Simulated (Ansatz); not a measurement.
# LaCr: relaxing a made-up structure, part 2 of 2

This structure for LaCr is made up. Its elements were placed in a known structure type with a cell scaled to their sizes. What cell does the guess relax to, and how far off was it?

Ansatz 0.2.0; DFT, PBEsol, plane-wave PAW, files of the set soft_1, scalar-relativistic, ferromagnetic start, cell and ions relaxed at zero pressure; PAW set soft_1 (the session's first sound run).

So far: Starting point; Relaxation of the guess. The relaxed cell has a = 6.057 Å (conventional setting).

**3. Electronic structure of the relaxed cell**

A second self-consistent run takes a narrower smearing and the mesh shown in its input; the bands follow along the standard path of the relaxed lattice.

This step: DFT, PBEsol, plane-wave PAW, files of the set soft_1, scalar-relativistic, ferromagnetic start, bands and density of states at the relaxed cell; PAW set soft_1 (Ansatz 0.2.0).

File input.yaml:

```yaml
crystal:
  lattice:
    - [0.0, 3.0286293815, 3.0286293815]
    - [3.0286293815, 0.0, 3.0286293815]
    - [3.0286293815, 3.0286293815, 0.0]
  atoms:
    - { symbol: La, position: [0.0, 0.0, 0.0] }
    - { symbol: Cr, position: [0.5, 0.5, 0.5], spin: 3.6 }
magnetization:
  spin_polarized: true
kpoints:
  mp_grid: { grid: [10, 10, 10] }
  band_path:
    path:
      - [[0.0, 0.0, 0.0], [0.5, 0.0, 0.5], [0.5, 0.25, 0.75], [0.375, 0.375, 0.75], [0.0, 0.0, 0.0], [0.5, 0.5, 0.5], [0.625, 0.25, 0.625], [0.5, 0.25, 0.75], [0.5, 0.5, 0.5], [0.375, 0.375, 0.75]]
      - [[0.625, 0.25, 0.625], [0.5, 0.0, 0.5]]
    npoints: 8
scf:
  occupations: { method: fermi_dirac, width: 0.03 }
  n_extra_bands: 8
hamiltonian:
  xc: pbesol
  pseudopotentials: { kind: paw, azcp: { folder: soft_1 }, xc_functional: pbe }
output:
  forces: true
  stress: true
  write_bands: true
  dos: { projected: true }
  write_density: true
  write_potential: true
  elf: true
  volumetric_format: npy
```

On the command line:

```sh
> ansatz run input.yaml --threads 4 --pin off --max-ram 8192MiB --backend cpu --events-out ev --progress --plain --runs-dir out
```

Numbers of over 12 decimals in the logs are rounded to 6 here.

Log:

```text
La: projections on atomic orbitals take those of the free atom [Kr 4d10] 4f0 5s2 5p6 5d1 6s2, of charge +0.00 (hamiltonian.pseudopotentials.projection_atoms); the dataset's partial waves leave at most 1.9e-5 of an orbital's norm unspanned inside its sphere
[...]
Crystal: 2 atoms, lattice volume = 55.561 Å³
Basis set: ecut = 420 eV, 1067 PW (Γ), exchange–correlation on 60×60×60 points (8 copies of the dense FFT grid, shifted against one another)
Bands: 21, of which v1, the nominal top of the filled ones, is band 13 counted from 1 (12 counted from 0)
Symmetry: 48 space group operations
[...]
k-points: 47 of 1000
[...]
Starting moments: Σ|m| = 3.6 μB on 1 of 2 sites
[...]
SCF iter   1: F=—  HF=-9508.333154 eV  |F-HF|=—  |Δ(HF+E_count)|=         —  Δρ=5.94e-2 (↑5.94e-2 ↓3.84e-2)  dr2=6.54e0  dr2_m=8.21e-2  M=3.697 μB ∫|m|=3.760 μB  β_m=0.30  ethr=3.10e-3  ⟨swp⟩=3.7  Hψ=7473  notcnv=0
[...]
SCF iter  10: F=-9508.573431 eV  HF=-9508.573431 eV  |F-HF|=1.39e-9  |Δ(HF+E_count)|=  2.18e-10  Δρ=1.24e-6 (↑1.24e-6 ↓3.47e-7)  dr2=1.76e-9  dr2_m=1.57e-10  M=3.929 μB ∫|m|=4.181 μB  ethr=8.19e-11  ⟨swp⟩=11.1  Hψ=12547  notcnv=0
SCF 1 converged in 10 iterations: F = -9508.573431 eV  dr2 = 1.76e-9
[...]
NSCF: frozen V_eff on 82 k-points
SCF converged after 10 iterations
Magnetization: 3.9293 μB (14.4646 up, 10.5354 down)
Absolute magnetization: 4.1834 μB (∫|ρ↑−ρ↓|, with the PAW one-centre terms)
[...]
Per-site moments (μB) at R_I (Å): [(0.070632, 1.249310), (3.654292, 1.249310)]
Free energy (F): -9508.573431 eV
[...]
Internal energy: -9508.565933 eV  (E = F + TS)
E sigma→0 (E₀):  -9508.569682 eV
Entropy (-TS):   -0.007498 eV (-3.749 meV/atom)
Fermi energy:    10.781269 eV
[...]
--- Stress (GPa, compression-positive) ---
       -0.000138      -0.000000       0.000000
       -0.000000      -0.000138      -0.000000
        0.000000       0.000000      -0.000138
  P = ⅓ Tr σ = -0.0001 GPa (-0.001 kbar)
--- Band table (eV; the first three rows and the last of 94) ---
  k-point 0 ↑: bands = [... 9 lower, 8.4429, 8.4429, 8.7282, 8.7282, 8.7282, 12.7014, 12.7014, 12.7014, ... 4 higher]
  k-point 1 ↑: bands = [... 9 lower, 8.5163, 8.5163, 8.7330, 8.7914, 8.7914, 12.5749, 12.6479, 12.6479, ... 4 higher]
  k-point 2 ↑: bands = [... 9 lower, 8.7242, 8.7242, 8.7688, 8.9658, 8.9658, 12.1228, 12.4296, 12.4296, ... 4 higher]
  k-point 46 ↓: bands = [... 9 lower, 9.7088, 10.5791, 11.7018, 11.7870, 12.4881, 12.7659, 12.8135, 12.8312, ... 4 higher]
```

Elapsed: 4.3 s, on 4 threads of Intel Xeon Platinum 8375C at 2.90GHz (Ice Lake), shared host; peak memory 0.47 GiB; 14 s of CPU time.

In the SCF lines HF is the Harris–Foulkes energy and dr2 the Hartree energy of the density residual, in eV; the loop may stop once dr2 is under the threshold and the program's other checks hold. Hψ counts applications of the Hamiltonian.

Numbers from this step:

```yaml
free_energy: -9508.5734 eV
energy_at_zero_smearing: -9508.5697 eV
smearing_term_ts: 0.007498 eV
magnetization: 3.929 μB
site_moments: 0.07063, 3.654 μB
pressure: -1.38e-4 GPa
```

bands.tsv at the labelled points (eV, zero at the Fermi level; the bands that come nearest the Fermi level along the path):

| point | band_14_up | band_15_up | band_16_up | band_9_dn | band_10_dn | band_11_dn | band_12_dn | band_13_dn |
| --- | --- | --- | --- | --- | --- | --- | --- | --- |
| Γ | 1.92 | 1.92 | 1.92 | -0.39 | -0.39 | -0.39 | -0.13 | -0.13 |
| X | 1.11 | 1.93 | 1.93 | -1.88 | 0.57 | 1.24 | 1.28 | 2.00 |
| W | 0.54 | 1.16 | 1.16 | -0.66 | -0.66 | 0.91 | 1.12 | 1.55 |
| K | 0.86 | 0.97 | 1.59 | -1.17 | 0.25 | 0.85 | 0.94 | 1.47 |
| Γ | 1.92 | 1.92 | 1.92 | -0.39 | -0.39 | -0.39 | -0.13 | -0.13 |
| L | -0.27 | 0.35 | 0.35 | -0.10 | 0.81 | 0.81 | 1.10 | 1.10 |
| U | 0.86 | 0.97 | 1.59 | -1.17 | 0.25 | 0.85 | 0.94 | 1.47 |
| W | 0.54 | 1.16 | 1.16 | -0.66 | -0.66 | 0.91 | 1.12 | 1.55 |
| L | -0.27 | 0.35 | 0.35 | -0.10 | 0.81 | 0.81 | 1.10 | 1.10 |
| K | 0.86 | 0.97 | 1.59 | -1.17 | 0.25 | 0.85 | 0.94 | 1.47 |
| U | 0.86 | 0.97 | 1.59 | -1.17 | 0.25 | 0.85 | 0.94 | 1.47 |
| X | 1.11 | 1.93 | 1.93 | -1.88 | 0.57 | 1.24 | 1.28 | 2.00 |

Site moment by atom:

```csv
atom,site moment (μB)
La1,0.07
Cr2,3.65
```

Spin density in the ac plane of the conventional cell at fractional y = 0.000, with atoms of La and Cr within 0.2 Å of it.

Values in e/Å³, 9 rows by 16 columns, each cell a mean:
```
0.0 0.0 0.0 0.0 0.0 0.1 0.5 1.6 2.2 0.9 0.2 0.1 0.0 0.0 0.0 0.0
0.0 0.0 0.0 0.0 0.0 0.0 0.1 0.1 0.2 0.1 0.0 0.0 0.0 0.0 0.0 0.0
0.1 0.1 0.0 0.0 0.0 0.0 0.0 0.0 0.0 0.0 0.0 0.0 0.0 0.0 0.0 0.1
1.3 0.6 0.2 0.1 0.0 0.0 0.0 0.0 0.0 0.0 0.0 0.0 0.0 0.1 0.3 1.0
3.8 1.5 0.3 0.1 0.0 0.0 0.0 0.0 0.0 0.0 0.0 0.0 0.1 0.2 0.8 2.8
0.7 0.3 0.1 0.0 0.0 0.0 0.0 0.0 0.0 0.0 0.0 0.0 0.0 0.1 0.2 0.5
0.1 0.0 0.0 0.0 0.0 0.0 0.0 0.0 0.0 0.0 0.0 0.0 0.0 0.0 0.0 0.1
0.0 0.0 0.0 0.0 0.0 0.0 0.1 0.3 0.3 0.2 0.1 0.0 0.0 0.0 0.0 0.0
0.0 0.0 0.0 0.0 0.1 0.2 0.7 2.4 3.1 1.3 0.3 0.1 0.0 0.0 0.0 0.0
```
Columns run along a (6.1 Å), rows up along c (6.1 Å), edges of the conventional cell, whose origin can differ from the input's. Atoms in or near the plane, at fractional coordinates: La at (0.00, 0.00), La at (0.50, 0.50), Cr at (0.50, 0.00), Cr at (0.00, 0.50).

ELF in the ac plane of the conventional cell at fractional y = 0.000, with atoms of La and Cr within 0.2 Å of it. It is the smooth field of the valence electrons, not physical close to the nuclei.

Values, 9 rows by 16 columns, each cell a mean:
```
0.48 0.72 0.71 0.34 0.21 0.22 0.36 0.60 0.66 0.47 0.25 0.22 0.24 0.56 0.76 0.56
0.58 0.47 0.27 0.17 0.27 0.31 0.24 0.22 0.22 0.22 0.28 0.31 0.20 0.21 0.39 0.55
0.20 0.21 0.27 0.30 0.22 0.18 0.27 0.40 0.43 0.34 0.22 0.19 0.27 0.30 0.24 0.20
0.52 0.38 0.24 0.25 0.21 0.47 0.74 0.70 0.64 0.74 0.63 0.28 0.23 0.23 0.29 0.47
0.83 0.60 0.29 0.20 0.27 0.66 0.75 0.32 0.17 0.60 0.77 0.41 0.20 0.22 0.45 0.75
0.38 0.29 0.24 0.28 0.20 0.37 0.65 0.74 0.74 0.73 0.51 0.22 0.24 0.26 0.26 0.35
0.22 0.22 0.24 0.26 0.24 0.21 0.23 0.28 0.30 0.25 0.21 0.22 0.26 0.25 0.22 0.22
0.70 0.62 0.39 0.19 0.26 0.29 0.23 0.26 0.28 0.25 0.26 0.30 0.19 0.26 0.53 0.68
0.30 0.64 0.75 0.39 0.21 0.21 0.41 0.69 0.77 0.55 0.28 0.21 0.25 0.63 0.76 0.43
```
Columns run along a (6.1 Å), rows up along c (6.1 Å), edges of the conventional cell, whose origin can differ from the input's. Atoms in or near the plane, at fractional coordinates: La at (0.00, 0.00), La at (0.50, 0.50), Cr at (0.50, 0.00), Cr at (0.00, 0.50).

Electrostatic potential energy in the ac plane of the conventional cell at fractional y = 0.000, with atoms of La and Cr within 0.2 Å of it. With pseudopotentials it is smooth inside the atoms' cores, unlike the true potential.

Values in eV, 9 rows by 16 columns, each cell a mean:
```
-20 -27 -13   4   9   5 -12 -20 -19 -18  -1   9   8  -3 -23 -24
 -6  -1   6  11  12  12   9   4   3   6  10  12  12   9   3  -4
  7   9  11  13  12  10   7   3   2   5   9  12  13  12  10   7
-18 -12   3  10   9   0 -18 -25 -25 -23  -7   6  10   7  -6 -17
-14 -21  -7   7   6  -8 -28 -15  -6 -26 -19   2   8   2 -18 -18
-12  -5   6  11  10   3 -10 -21 -22 -16  -2   8  11   9   0 -10
  7   9  11  13  13  11   9   6   6   8  10  12  13  12  10   8
-15  -8   3   9  12  11   5  -3  -5   2   9  12  11   6  -3 -13
-12 -27 -16   3   9   3 -16 -19 -16 -20  -5   8   7  -6 -27 -19
```
Columns run along a (6.1 Å; values clipped at the 3rd and 97th percentile), rows up along c (6.1 Å), edges of the conventional cell, whose origin can differ from the input's. Atoms in or near the plane, at fractional coordinates: La at (0.00, 0.00), La at (0.50, 0.50), Cr at (0.50, 0.00), Cr at (0.00, 0.50).

**4. Summary of results**

```
space group, relaxed : Fm-3m
conventional cell    : a = 6.057, b = 6.057, c = 6.057 Å; α = 90.0°, β = 90.0°, γ = 90.0°
volume per atom      : 27.78 Å³ (guess 22.63)
total moment         : 3.92 μB in the cell of 2 atoms
```

**Reading.** LaCr relaxes to Fm-3m with a = 6.057, b = 6.057 and c = 6.057 Å. The guessed volume was 19 % too small. The space group Fm-3m was held in the relaxation, so the end point is a stationary structure within it and may be a saddle against distortions or other arrangements. The input starts from parallel moments, and no other start was typed. Bands cross the Fermi level, so it is a metal or semimetal at this level. On the 10×10×10 mesh with the narrower smearing (relaxed on 8×8×8) the forces vanish, as symmetry may demand, and the largest stress component is 0.000 GPa, within the relaxation's thresholds of 0.015 eV/Å and 0.05 GPa. The cutoff wasn't tested. Spin-orbit coupling is left out, which can matter for elements this heavy. No dispersion term is used, so weakly bound directions may come out too long. Nothing here tests whether the compound is stable against decomposition.

[Logs are printed without paths, hosts, clocks, repeated set-up lines and the standing remarks that a program may print on its own settings, such as how far it seeks lower states.]

[Hosts, paths, dates, database ids (printed as entryN), source tags and the programs' standing remarks are cut or masked in the printed files.]
